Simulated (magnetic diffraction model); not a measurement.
**Magnetic neutron pattern of Ho4Si2Ge6Pd**

Space group Pmm2 (no. 25), a = 3.9740 Å, b = 4.0270 Å, c = 16.8690 Å.

| site | atom | x | y | z |
| --- | --- | --- | --- | --- |
| 1c | Ho | 1/2 | 0 | 0.8917 |
| 1d | Ho | 1/2 | 1/2 | 0.3997 |
| 1b | Ho | 0 | 1/2 | 0.6112 |
| 1a | Ho | 0 | 0 | 0.0988 |
| 1a | Pd | 0 | 0 | 0.3188 |
| 1c | Ge | 1/2 | 0 | 0.2274 |
| 1b | Ge | 0 | 1/2 | 0.2293 |
| 1c | Ge | 1/2 | 0 | 0.5629 |
| 1d | Ge | 1/2 | 1/2 | 0.0485 |
| 1b | Ge | 0 | 1/2 | 0.9465 |
| 1a | Ge | 0 | 0 | 0.4701 |
| 1d | Si | 1/2 | 1/2 | 0.7547 |
| 1a | Si | 0 | 0 | 0.7516 |

The compound is invented for this exercise: a known structure type with other elements, its cell scaled to their sizes and not relaxed.

Only Ho is taken to order (form factors of Ho3+); orders and moment sizes are assumed, and not adapted to the symmetry. Radiation: neutrons of λ = 1.909 Å, 5° to 45°; isotropic B of 0.13 Å² (Ho), 0.14 Å² (Pd), 0.17 Å² (Ge) and 0.23 Å² (Si). Simulated constant-wavelength pattern: nuclear and magnetic terms add, the magnetic one as |2.695 fm × Σ f S⊥ exp(2πi Q·r) exp(−B s²)|², summed over all Q at one angle with the factor 1/(sin²θ cos θ). For collinear order S is the moment m, which repeats by lattice and centring translations R with the sign exp(−2πi k·R). Free-ion form factors, Sears's scattering lengths of 1992, no absorption; a label names one of the reflections at its angle. The strongest nuclear line in the range is 100, and lines under 0.2 are left out.

Assume the order k = (0 0 1/2), collinear moments along [100], 2.91 μB on Ho; signs + at (1/2, 0, 0.8917), − at (1/2, 1/2, 0.3997), + at (0, 1/2, 0.6112), + at (0, 0, 0.0988).

Predict the pattern, nuclear and magnetic parts apart.

| 2θ (°) | index | nuclear | magnetic |
| --- | --- | --- | --- |
| 6.49 | (0 0 1) | 19.9 | 0.0 |
| 9.74 | (0 0 3/2) | 0.0 | 29.1 |
| 13.00 | (0 0 2) | 2.2 | 0.0 |
| 16.26 | (0 0 5/2) | 0.0 | 11.2 |
| 19.55 | (0 0 3) | 2.4 | 0.0 |
| 22.84 | (0 0 7/2) | 0.0 | 4.5 |
| 27.42 | (0 1 0) | 0.4 | 0.0 |
| 27.62 | (0 1 1/2) | 0.0 | 0.9 |
| 27.80 | (1 0 0) | 0.3 | 0.0 |
| 28.21 | (0 1 1) | 1.6 | 0.0 |
| 28.57 | (1 0 1) | 0.6 | 0.0 |
| 29.16 | (0 1 3/2) | 0.0 | 4.9 |
| 29.52 | (1 0 3/2) | 0.0 | 0.3 |
| 30.80 | (1 0 2) | 1.1 | 0.0 |
| 32.05 | (0 1 5/2) | 0.0 | 7.4 |
| 32.87 | (0 0 5) | 0.3 | 0.0 |
| 33.90 | (0 1 3) | 9.7 | 0.0 |
| 34.21 | (1 0 3) | 0.4 | 0.0 |
| 35.98 | (0 1 7/2) | 0.0 | 2.1 |
| 36.26 | (0 0 11/2) | 0.0 | 0.7 |
| 36.28 | (1 0 7/2) | 0.0 | 1.1 |
| 38.26 | (0 1 4) | 1.5 | 0.0 |
| 38.54 | (1 0 4) | 0.9 | 0.0 |
| 39.59 | (1 1 1/2) | 0.0 | 3.7 |
| 39.69 | (0 0 6) | 10.3 | 0.0 |
| 40.02 | (1 1 1) | 2.7 | 0.0 |
| 40.73 | (1 1 3/2) | 0.0 | 1.1 |
| 40.98 | (1 0 9/2) | 0.0 | 1.4 |
| 41.70 | (1 1 2) | 2.5 | 0.0 |
| 43.16 | (0 0 13/2) | 0.0 | 0.8 |
| 43.32 | (0 1 5) | 12.5 | 0.0 |
| 43.57 | (1 0 5) | 2.3 | 0.0 |
| 44.39 | (1 1 3) | 100.0 | 0.0 |

The strongest magnetic line in the range is (0 0 3/2) at 9.74° (29.1). Below the range, at 3.24°, lies the magnetic line (0 0 1/2) with 35. On top of the Lorentz factor, which all lines share, magnetic lines fade with angle because f falls: for Ho3+ it is 0.96, 0.85, 0.71 and 0.44 at sin θ/λ = 0.1, 0.2, 0.3 and 0.5 Å⁻¹, while nuclear lengths stay constant. The order has no net moment.
